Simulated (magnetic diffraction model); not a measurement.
**Magnetic neutron pattern of TbFe₄Pb₂**

Space group P4_2/mnm (no. 136), a = 7.8000 Å, c = 4.1790 Å.

```csv
site,atom,x,y,z
4g,Pb,0.2197,0.7803,0
2b,Tb,0,0,1/2
8i,Fe,0.6416,0.9121,0
```

The compound is invented for this exercise: a known structure type with other elements, its cell scaled to their sizes and not relaxed.

Only Tb is taken to order (form factors of Tb3+); orders and moment sizes are assumed, and not adapted to the symmetry. Radiation: neutrons of λ = 2.41 Å, 5° to 75°; isotropic B of 0.51 Å² (Pb), 0.55 Å² (Tb) and 0.65 Å² (Fe). Simulated constant-wavelength pattern: nuclear and magnetic terms add, the magnetic one as |2.695 fm × Σ f S⊥ exp(2πi Q·r) exp(−B s²)|², summed over all Q at one angle with the factor 1/(sin²θ cos θ). For collinear order S is the moment m, which repeats by lattice and centring translations R with the sign exp(−2πi k·R). Free-ion form factors, Sears's scattering lengths of 1992, no absorption; a label names one of the reflections at its angle. The strongest nuclear line in the range is 100, and lines under 0.2 are left out.

Assume the order k = (0 0 1/2), collinear moments along [001], 1.56 μB on Tb; signs + at (0, 0, 1/2), − at (1/2, 1/2, 0).

Predict the pattern, nuclear and magnetic parts apart.

```csv
2θ (°),index,nuclear,magnetic
24.40,(1 0 1/2),0.0,1.2
25.24,(1 1 0),18.6,0.0
30.35,(1 1 1/2),0.0,1.0
35.99,(2 0 0),1.9,0.0
39.87,(2 0 1/2),0.0,0.6
40.42,(2 1 0),1.2,0.0
42.42,(1 1 1),0.7,0.0
43.97,(2 1 1/2),0.0,1.0
51.82,(2 2 0),13.3,0.0
53.48,(2 1 1),46.8,0.0
54.79,(2 2 1/2),0.0,0.3
58.07,(3 0 1/2),0.0,0.3
58.49,(3 1 0),23.2,0.0
61.24,(3 1 1/2),0.0,0.5
63.14,(2 2 1),60.2,0.0
66.16,(3 0 1),0.3,0.0
67.70,(3 2 0),1.0,0.0
69.12,(3 1 1),100.0,0.0
70.25,(3 2 1/2),0.0,0.4
70.44,(0 0 2),41.4,0.0
```

The strongest magnetic line in the range is (1 0 1/2) at 24.40° (1.2). On top of the Lorentz factor, which all lines share, magnetic lines fade with angle because f falls: for Tb3+ it is 0.95, 0.82, 0.66 and 0.36 at sin θ/λ = 0.1, 0.2, 0.3 and 0.5 Å⁻¹, while nuclear lengths stay constant. The order has no net moment.

[Logs are printed without paths, hosts, clocks, repeated set-up lines and the standing remarks that a program may print on its own settings, such as how far it seeks lower states.]
